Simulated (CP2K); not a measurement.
Two runs for the B K edge of borane carbonyl. Run A: CP2K XAS_TDP, all-electron GAPW, PBEh(45%), aug-cc-pVTZ, TDA, no relativity. Run B differs in one setting.

First lines with a strength over 0.0015. A:

| atom | energy (eV) | states | strength, one atom |
| --- | --- | --- | --- |
| B1 (bonded to C and 3 H) | 188.58 | 2 | 0.0208 |
|  | 188.99 | 1 | 0.0275 |
|  | 189.22 | 2 | 0.0207 |
|  | 190.52 | 1 | 0.0137 |
|  | 190.70 | 1 | 0.0089 |

B:

| atom | energy (eV) | states | strength, one atom |
| --- | --- | --- | --- |
| B1 (bonded to C and 3 H) | 194.36 | 2 | 0.0201 |
|  | 194.77 | 1 | 0.0266 |
|  | 195.00 | 2 | 0.0201 |
|  | 196.30 | 1 | 0.0133 |
|  | 196.48 | 1 | 0.0086 |

**Question.** Which was it: the basis, scalar relativity switched on, GW2X switched on, the functional?

GW2X switched on. GW2X shifts an atom's lines together and keeps their spacings. Against PBEh(45%) in aug-cc-pVTZ, the leading line moves by +5.78 eV, to 194.36 eV.

[Hosts, paths, dates, database ids (printed as entryN), source tags and the programs' standing remarks are cut or masked in the printed files.]
